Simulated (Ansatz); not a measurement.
# LiF (Griceite, Fm-3m): lattice thermal conductivity, part 2 of 2

Wanted: κ(T), lifetimes and mean free paths for LiF (Griceite).

Measurements to reproduce:
- thermal conductivity 17.6 W/m/K near room temperature (given in “Combining the AFLOW GIBBS and Elastic Libraries to efficiently and robustly screen thermo-mechanical properties of solids”, 2017, arXiv:1611.05714)
- thermal conductivity 17.6 W/m/K near room temperature (given in “Predicting the lattice thermal conductivity of solids by solving the Boltzmann transport equation: AFLOW - AAPL an automated, accurate and efficient framework”, 2017, arXiv:1611.05481)

Ansatz 0.2.0; DFT LDA, scalar-relativistic, plane waves, PAW; PAW set soft_1.

So far, κ at 300 K (relaxation time) (W/m/K): step 7 (anharmonic force constants and conductivity, k-mesh 9×9×9 …) 19.8. The relaxed cell has a = 3.907 Å (conventional setting).

## Step 8: Anharmonic force constants and conductivity, k-mesh 8×8×8, third order supercell 4×4×4

The supercell must be wider than twice the pair cutoff, and the number of displaced cells grows with the pairs inside it, which is where the cost lies.

input.yaml

```yaml
crystal:
  lattice:
    - [0.0, 1.953625856, 1.953625856]
    - [1.953625856, 0.0, 1.953625856]
    - [1.953625856, 1.953625856, 0.0]
  atoms:
    - { symbol: Li, position: [0.0, 0.0, 0.0] }
    - { symbol: F, position: [0.5, 0.5, 0.5] }
kpoints:
  mp_grid: { grid: [8, 8, 8] }
hamiltonian:
  xc: lda
  pseudopotentials: { kind: paw, azcp: { folder: soft_1 }, xc_functional: pbe }
scf:
  occupations: { method: fixed }
  lower_state_search: "off"
output:
  eigenvalues: true
phonons:
  method: fd
  dielectric: true
  qmesh: [8, 8, 8]
  temperatures: { t_max: 1000, t_step: 50 }
  qpath:
    path:
      - [[0.0, 0.0, 0.0], [0.5, 0.0, 0.5], [0.5, 0.25, 0.75], [0.375, 0.375, 0.75], [0.0, 0.0, 0.0], [0.5, 0.5, 0.5], [0.625, 0.25, 0.625], [0.5, 0.25, 0.75], [0.5, 0.5, 0.5], [0.375, 0.375, 0.75]]
      - [[0.625, 0.25, 0.625], [0.5, 0.0, 0.5]]
    npoints: 10
  third_order: { supercell: [4, 4, 4], pair_cutoff: 2.913 }
  lattice_thermal_conductivity:
    qmesh: [27, 27, 27]
    temperatures: [100.0, 150.0, 200.0, 300.0, 400.0, 500.0, 600.0, 800.0]
    isotope_mass_variance: [{ species: F, variance: 0.0 }, { species: Li, variance: 0.001459 }]
    solution: relaxation_time
```

Run with:

```sh
$ ansatz run input.yaml --threads 18 --pin off --max-ram 92160MiB --backend cuda --events-out ev --progress --plain --runs-dir out
```

Elapsed: 81 s, on 1 × NVIDIA GB200 with 18 threads of Arm Neoverse V2, shared host; peak memory 1.9 GiB; 8.5 min of CPU time.

Numbers from this step:

- Debye temperature from the second moment: 679 K
- κ at 300 K (relaxation time): 20.52 W/m/K
- mean free path at half of κ: 13.4 nm
- share of κ above the three lowest branches: 0.092
- periodic aliases dropped: 0
- largest relative sum-rule correction: 0.05543
- displaced cells, third order: 75

LO-TO term included. The phonon branches at the labelled points (cm⁻¹):

| point | branch 1 | branch 2 | branch 3 | branch 4 | branch 5 | branch 6 |
| --- | --- | --- | --- | --- | --- | --- |
| Γ | 0 | 0 | 0 | 339 | 339 | 668 |
| halfway | 183 | 183 | 279 | 358 | 358 | 578 |
| X | 253 | 253 | 376 | 376 | 376 | 482 |
| halfway | 272 | 283 | 365 | 387 | 389 | 465 |
| W | 290 | 333 | 333 | 397 | 425 | 425 |
| halfway | 272 | 323 | 349 | 369 | 434 | 443 |
| K | 254 | 325 | 353 | 354 | 443 | 450 |
| halfway | 183 | 216 | 292 | 322 | 366 | 614 |
| Γ | 0 | 0 | 0 | 339 | 339 | 668 |
| halfway | 154 | 154 | 269 | 333 | 333 | 652 |
| L | 231 | 231 | 317 | 317 | 398 | 625 |
| halfway | 242 | 280 | 329 | 366 | 380 | 561 |
| U | 254 | 325 | 353 | 354 | 443 | 450 |
| halfway | 272 | 323 | 349 | 369 | 434 | 443 |
| W | 290 | 333 | 333 | 397 | 425 | 425 |
| halfway | 251 | 287 | 338 | 374 | 376 | 543 |
| L | 231 | 231 | 317 | 317 | 398 | 625 |
| halfway | 242 | 280 | 329 | 366 | 380 | 561 |
| K | 254 | 325 | 353 | 354 | 443 | 450 |
| jump to U | 254 | 325 | 353 | 354 | 443 | 450 |
| halfway | 254 | 278 | 370 | 370 | 395 | 474 |
| X | 253 | 253 | 376 | 376 | 376 | 482 |

Table of lattice thermal conductivity, RTA xx by temperature:

| temperature (K) | lattice thermal conductivity, RTA xx (W/m/K) |
| --- | --- |
| 100 | 96.5 |
| 150 | 49.3 |
| 200 | 33.2 |
| 300 | 20.5 |
| 400 | 15.1 |
| 500 | 12.1 |
| 600 | 10.1 |
| 800 | 7.71 |

Phonopy on the run's constants, 21x21x21 mesh, Gaussian sigma 5.1 cm⁻¹. The modes by wavenumber; read off at these points; values in 1/cm⁻¹/cell:

| wavenumber (cm⁻¹) | F | Li |
| --- | --- | --- |
| 0.0 | 2.0e-5 | 1.0e-5 |
| 20.0 | 7.3e-6 | 0 |
| 40.0 | 1.2e-4 | 4.0e-5 |
| 60.0 | 4.6e-4 | 1.7e-4 |
| 80.0 | 5.6e-4 | 1.9e-4 |
| 100.0 | 9.4e-4 | 3.2e-4 |
| 120.0 | 0.00150 | 4.8e-4 |
| 140.0 | 0.00230 | 7.0e-4 |
| 160.0 | 0.00264 | 7.4e-4 |
| 180.0 | 0.00403 | 0.00102 |
| 200.0 | 0.00623 | 0.00132 |
| 220.0 | 0.0114 | 0.00173 |
| 240.0 | 0.0204 | 0.00186 |
| 248.1 | 0.0225 | 0.00202 |
| 260.0 | 0.0194 | 0.00171 |
| 280.0 | 0.0121 | 9.7e-4 |
| 300.0 | 0.00974 | 8.2e-4 |
| 320.0 | 0.0101 | 0.0154 |
| 340.0 | 0.0135 | 0.0258 |
| 360.0 | 0.0223 | 0.0221 |
| 380.0 | 0.00804 | 0.0159 |
| 400.0 | 0.00107 | 0.00865 |
| 420.0 | 5.5e-5 | 0.00472 |
| 440.0 | 0 | 0.00133 |
| 460.0 | 3.2e-5 | 0.00309 |
| 480.0 | 1.4e-4 | 0.00522 |
| 500.0 | 2.1e-4 | 0.00479 |
| 520.0 | 2.8e-4 | 0.00475 |
| 540.0 | 3.4e-4 | 0.00425 |
| 560.0 | 4.3e-4 | 0.00433 |
| 580.0 | 5.2e-4 | 0.00461 |
| 600.0 | 6.1e-4 | 0.00476 |
| 620.0 | 6.9e-4 | 0.00464 |
| 640.0 | 6.9e-4 | 0.00283 |
| 660.0 | 4.1e-4 | 0.00128 |
| 680.0 | 0 | 9.5e-6 |

Distinct triplets, nearest first. Third order norms, by row:

| sites | side 1 (Å) | side 2 (Å) | side 3 (Å) | norm of the 27 components (eV/Å³) |
| --- | --- | --- | --- | --- |
| Li-Li-Li | 0 | 0 | 0 | 0 |
| F-F-F | 0 | 0 | 0 | 0 |
| Li-F-F | 0 | 1.95 | 1.95 | 10.62 |
| Li-F-Li | 0 | 1.95 | 1.95 | 10.65 |
| Li-F-F | 1.95 | 1.95 | 2.76 | 0.23 |
| Li-F-Li | 1.95 | 1.95 | 2.76 | 0.26 |
| Li-Li-Li | 0 | 2.76 | 2.76 | 1.441 |
| Li-Li-Li | 2.76 | 2.76 | 2.76 | 0.018 |
| F-F-F | 0 | 2.76 | 2.76 | 2.749 |
| F-F-F | 2.76 | 2.76 | 2.76 | 0.207 |

Born charge (rows field, columns displacement) (e), principal values of the symmetric part by kind of site:

| atom | atoms with these values | low | middle | high | mean |
| --- | --- | --- | --- | --- | --- |
| Li1 | 1 | 1.04 | 1.04 | 1.04 | 1.04 |
| F2 | 1 | -1.04 | -1.04 | -1.04 | -1.04 |

In full for Li1:

```
1.04 0.00 0.00
0.00 1.04 0.00
0.00 0.00 1.04
```

RTA, 300 K. Kappa by branch, by row:

| branch (by rank) | mean frequency (THz) | mean rms speed (km/s) | median lifetime (ps) | share of kappa |
| --- | --- | --- | --- | --- |
| 1 | 6.73 | 2.11 | 1.21 | 0.155 |
| 2 | 7.58 | 3.12 | 2.22 | 0.486 |
| 3 | 9.63 | 2.19 | 0.998 | 0.267 |
| 4 | 10.57 | 1.59 | 0.725 | 0.035 |
| 5 | 11.36 | 1.9 | 0.569 | 0.038 |
| 6 | 16.57 | 3.37 | 0.126 | 0.019 |

The spectral kappa at 300 K, relaxation time (W/m/K/THz) by frequency; read off at these points:

| frequency (THz) | spectral kappa at 300 K, relaxation time (W/m/K/THz) |
| --- | --- |
| 0.25 | 0 |
| 0.75 | 1.32 |
| 1.25 | 2.59 |
| 1.75 | 0.602 |
| 2.25 | 1.84 |
| 3.25 | 1.04 |
| 3.75 | 1.16 |
| 4.25 | 1.32 |
| 5.25 | 2.71 |
| 5.75 | 2.36 |
| 6.25 | 2.67 |
| 6.75 | 2.89 |
| 7.25 | 2.59 |
| 7.75 | 2.57 |
| 8.75 | 2.17 |
| 9.25 | 1.83 |
| 9.75 | 1.26 |
| 10.75 | 0.932 |
| 11.25 | 0.568 |
| 11.75 | 0.305 |
| 12.75 | 0.106 |
| 13.25 | 0.0481 |
| 14.25 | 0.109 |
| 14.75 | 0.110 |
| 15.25 | 0.111 |
| 16.25 | 0.0774 |
| 16.75 | 0.0514 |
| 17.25 | 0.0296 |
| 18.25 | 0.0163 |
| 18.75 | 0.0130 |
| 19.75 | 0.00214 |
| 20.25 | 0 |

Relaxation-time solution. Table of share of κ carried by shorter paths by mean free path:

| mean free path (nm) | 100 K | 300 K | 800 K |
| --- | --- | --- | --- |
| 0.316 | 0 | 0.002 | 0.023 |
| 0.464 | 0 | 0.004 | 0.056 |
| 0.681 | 0 | 0.009 | 0.102 |
| 1 | 0 | 0.023 | 0.162 |
| 1.47 | 0 | 0.05 | 0.227 |
| 2.15 | 0.001 | 0.088 | 0.311 |
| 3.16 | 0.002 | 0.131 | 0.414 |
| 4.64 | 0.005 | 0.196 | 0.565 |
| 6.81 | 0.007 | 0.28 | 0.693 |
| 10 | 0.008 | 0.382 | 0.787 |
| 14.7 | 0.011 | 0.532 | 0.857 |
| 21.5 | 0.02 | 0.668 | 0.883 |
| 31.6 | 0.061 | 0.77 | 0.9 |
| 46.4 | 0.131 | 0.845 | 0.929 |
| 68.1 | 0.208 | 0.872 | 0.933 |
| 100 | 0.317 | 0.89 | 0.933 |
| 147 | 0.437 | 0.922 | 0.947 |
| 215 | 0.567 | 0.926 | 0.991 |
| 316 | 0.665 | 0.926 | 1 |
| 464 | 0.718 | 0.941 | 1 |
| 681 | 0.762 | 1 | 1 |
| 1000 | 0.799 | 1 | 1 |
| 1470 | 0.865 | 1 | 1 |
| 2150 | 0.865 | 1 | 1 |
| 3160 | 0.892 | 1 | 1 |
| 4640 | 0.932 | 1 | 1 |
| 6810 | 0.977 | 1 | 1 |
| 10000 | 1 | 1 | 1 |

300 K; a sample spread over frequency. Mode lifetimes, by row, the first 40 of 90 rows:

| q1 | q2 | q3 | branch | frequency (THz) | rms speed (km/s) | three-phonon rate (1/ps) | isotope rate (1/ps) | lifetime (ps) | mean free path (nm) |
| --- | --- | --- | --- | --- | --- | --- | --- | --- | --- |
| 0 | 0 | 0.037 | 1 | 0.74 | 4.55 | 0.0551 | 2.45e-7 | 18.2 | 82.6 |
| 0 | 0.0741 | 0.0741 | 3 | 2.781 | 7.17 | 0.373 | 8.65e-5 | 2.68 | 19.2 |
| 0.0741 | 0.1481 | 0.2222 | 1 | 3.7 | 4.15 | 0.925 | 2.57e-4 | 1.08 | 4.48 |
| 0.037 | 0.1111 | 0.1481 | 3 | 4.386 | 6.88 | 0.826 | 5.48e-4 | 1.21 | 8.33 |
| 0 | 0.1481 | 0.2593 | 1 | 4.874 | 3.53 | 0.255 | 7.48e-4 | 3.91 | 13.8 |
| 0 | 0.037 | 0.2963 | 2 | 5.208 | 3.44 | 1.11 | 8.29e-4 | 0.899 | 3.09 |
| 0 | 0.1481 | 0.2963 | 2 | 5.59 | 4.11 | 0.809 | 0.00116 | 1.23 | 5.08 |
| 0 | 0.2222 | 0.2963 | 2 | 5.855 | 3.51 | 0.28 | 0.00144 | 3.55 | 12.5 |
| 0 | 0.037 | 0.3704 | 1 | 6.102 | 2.4 | 1.14 | 0.00114 | 0.878 | 2.11 |
| 0.0741 | 0.2222 | 0.4074 | 1 | 6.338 | 2.82 | 0.726 | 0.00154 | 1.37 | 3.88 |
| 0.037 | 0.1111 | -0.2963 | 2 | 6.504 | 3.46 | 0.877 | 0.00152 | 1.14 | 3.94 |
| 0.0741 | 0.2963 | 0.4074 | 1 | 6.671 | 2.68 | 0.425 | 0.00194 | 2.34 | 6.27 |
| 0 | 0.1852 | 0.4444 | 1 | 6.798 | 1.81 | 0.711 | 0.00161 | 1.4 | 2.53 |
| 0 | 0.2222 | 0.3704 | 2 | 6.922 | 3.63 | 0.522 | 0.00202 | 1.91 | 6.93 |
| 0 | 0.0741 | -0.4074 | 2 | 7.001 | 2.24 | 1.12 | 8.03e-4 | 0.895 | 2.01 |
| 0 | 0.1481 | -0.4074 | 1 | 7.117 | 0.94 | 1.25 | 4.07e-6 | 0.802 | 0.757 |
| 0.037 | 0.2593 | -0.2963 | 1 | 7.213 | 1.62 | 1.26 | 1.20e-4 | 0.796 | 1.29 |
| 0.037 | 0.2222 | -0.3704 | 1 | 7.32 | 1.01 | 1.1 | 2.49e-5 | 0.905 | 0.914 |
| 0 | 0.1111 | 0.4815 | 2 | 7.413 | 2.57 | 1.32 | 2.07e-4 | 0.758 | 1.95 |
| 0.0741 | 0.2593 | -0.4074 | 1 | 7.486 | 1.29 | 0.939 | 5.79e-4 | 1.06 | 1.38 |
| 0.0741 | 0.2593 | 0.4444 | 2 | 7.564 | 3.39 | 0.531 | 0.00245 | 1.87 | 6.36 |
| 0 | 0.1481 | 0.2593 | 3 | 7.626 | 5.38 | 0.924 | 0.00566 | 1.08 | 5.79 |
| 0.037 | 0.1481 | -0.4074 | 2 | 7.719 | 2.68 | 1 | 5.03e-4 | 0.999 | 2.67 |
| 0.0741 | 0.4444 | -0.4815 | 2 | 7.832 | 1.87 | 0.156 | 0.00205 | 6.33 | 11.9 |
| 0.1111 | 0.3704 | -0.3333 | 1 | 7.95 | 1.7 | 0.719 | 3.94e-4 | 1.39 | 2.36 |
| 0.1111 | 0.4444 | -0.3704 | 1 | 8.086 | 2 | 0.511 | 9.10e-4 | 1.95 | 3.91 |
| 0 | 0.1852 | -0.3704 | 2 | 8.263 | 3.37 | 0.637 | 5.85e-4 | 1.57 | 5.28 |
| 0.1481 | 0.3333 | -0.1852 | 2 | 8.419 | 3.32 | 0.205 | 8.98e-4 | 4.86 | 16.1 |
| 0.037 | 0.4444 | -0.4074 | 2 | 8.6 | 3.12 | 0.259 | 7.81e-4 | 3.85 | 12 |
| 0.0741 | 0.2593 | -0.3333 | 2 | 8.809 | 3.01 | 0.568 | 5.82e-4 | 1.76 | 5.3 |
| 0.1481 | 0.4444 | -0.3704 | 2 | 9.025 | 2.71 | 0.259 | 5.45e-4 | 3.86 | 10.5 |
| 0 | 0.1852 | -0.2222 | 3 | 9.258 | 3.67 | 0.484 | 0.00181 | 2.06 | 7.56 |
| 0.1852 | 0.4074 | -0.2222 | 2 | 9.453 | 2.56 | 0.332 | 4.73e-4 | 3.01 | 7.7 |
| 0 | 0.1481 | -0.3704 | 3 | 9.57 | 0.36 | 0.808 | 0.269 | 0.928 | 0.331 |
| 0.037 | 0.1852 | -0.3333 | 3 | 9.624 | 0.72 | 0.809 | 0.332 | 0.876 | 0.634 |
| 0.0741 | 0.2593 | -0.2222 | 3 | 9.695 | 0.86 | 0.707 | 0.308 | 0.986 | 0.848 |
| 0 | 0.2963 | -0.3704 | 2 | 9.745 | 2.63 | 0.591 | 0.00281 | 1.69 | 4.43 |
| 0 | 0 | 0.3333 | 3 | 9.797 | 1 | 0.852 | 0.308 | 0.862 | 0.858 |
| 0.0741 | 0.1852 | -0.4444 | 3 | 9.86 | 1.13 | 0.863 | 0.371 | 0.81 | 0.918 |
| 0.037 | 0.2222 | 0.4074 | 3 | 9.929 | 2.87 | 0.687 | 0.0686 | 1.32 | 3.79 |

Without the LO-TO term. Gamma linewidths, by row:

| branch | frequency (cm⁻¹) | three-phonon rate (1/ps) | isotope rate (1/ps) | FWHM (cm⁻¹) |
| --- | --- | --- | --- | --- |
| 4 | 339.1 | 1.33 | 0.316 | 8.75 |
| 5 | 339.1 | 1.33 | 0.316 | 8.75 |
| 6 | 339.1 | 1.33 | 0.316 | 8.75 |

W/m/K, third of the trace; RTA populations with a boundary rate v/L added to each mode (Matthiessen's rule). Kappa by grain size, by row:

| T (K) | bulk | 10 nm | 30 nm | 100 nm | 300 nm | 1000 nm | 10000 nm | 100000 nm |
| --- | --- | --- | --- | --- | --- | --- | --- | --- |
| 100 | 96.44 | 7.9 | 17.82 | 35.37 | 53.78 | 70.88 | 89.85 | 95.55 |
| 300 | 20.23 | 8.893 | 12.9 | 16.28 | 18.16 | 19.33 | 20.12 | 20.22 |
| 600 | 9.637 | 5.866 | 7.452 | 8.545 | 9.108 | 9.433 | 9.614 | 9.635 |

W/m/K, third of the trace; RTA populations with the isotope rates scaled. Kappa by mass disorder, by row:

| T (K) | no isotopes | as typed | variance x 3 | variance x 10 | variance x 30 |
| --- | --- | --- | --- | --- | --- |
| 100 | 99.91 | 96.44 | 91.95 | 81.71 | 66.84 |
| 300 | 20.67 | 20.23 | 19.67 | 18.55 | 16.88 |
| 600 | 9.752 | 9.637 | 9.457 | 9.051 | 8.435 |

At 300 K the relaxation-time value is 20.5 W/(m K), 1.0 times that of the rung before.

## Step 9: The ladder

Ladder, by row:

| cells or q mesh | k mesh | pair cutoff | atoms in the supercell | q-mesh of the transport sums | κ at 300 K (relaxation time) (W/m/K) | κ at 300 K (full solution) (W/m/K) | core-minutes |
| --- | --- | --- | --- | --- | --- | --- | --- |
| 3x3x3 | 9x9x9 | 2.913 | 54 | 17×17×17 | 19.77 | 21.67 | 3.2 |
| 8x8x8 | 8x8x8 | 2.913 | 128 | 27×27×27 | 20.52 | - | 8.5 |

## Step 10: What came out

```json
{
 "highest frequency": "668.2 cm⁻¹",
 "Debye temperature from the second moment": "679 K",
 "κ at 300 K (relaxation time)": "20.52 W/m/K",
 "mean free path at half of κ": "13.4 nm",
 "share of κ above the three lowest branches": "0.092"
}
```

In words: The lattice of LiF (Griceite) conducts 20.5 W/(m K) at 300 K by LDA (mean over directions, relaxation-time solution). Above 300 K the relaxation-time κ falls as T^-1.00, near the 1/T law of three-phonon scattering. Grains of 100 nm would keep 80 % of the bulk value at 300 K, and grains of 1 µm 96 %. Removing the natural isotope disorder raises κ at 300 K by 2 %. The first rung (54 atoms, cutoff 2.91 Å) gave 19.8 W/(m K) by relaxation time for 0.38 times the cost of the last; the two share the cutoff and differ in supercell or meshes, so the cutoff itself is not tested. A measured thermal conductivity near room temperature is 17.6 W/m/K (arXiv:1611.05714); the calculated 20.5 W/m/K differs by +17 %. The relaxed cell is 9 % smaller in volume than the database cell, which stiffens most phonons and usually raises κ; no run here tested that. Four-phonon, defect and boundary scattering, which are left out, would lower the calculated value; thermal expansion is left out too. The last run computed the relaxation-time solution alone; it counts normal processes as resistive, so the full solution usually lies higher: on an earlier rung it gave 21.7 against 19.8 W/(m K). The sum rules changed one orbit of cubic constants by up to 6 %. The conductivities include the coherence part between close branches; the shares for grains, isotopes, branches and paths are of the relaxation-time populations alone. Cubic couplings among atoms farther apart than the pair cutoff are dropped, and neither the cutoff nor the q-mesh was shown to be converged here. The PAW files were made for PBE and are used here under another functional, for which the program regenerates the frozen cores. The cell of these runs is 9 % smaller in volume than the database cell; frequencies and all that rests on them shift with it.

[Logs are printed without paths, hosts, clocks, repeated set-up lines and the standing remarks that a program may print on its own settings, such as how far it seeks lower states.]

[Hosts, paths, dates, database ids (printed as entryN), source tags and the programs' standing remarks are cut or masked in the printed files.]

[A step with changed settings may run another functional than the one named; its input shows which.]
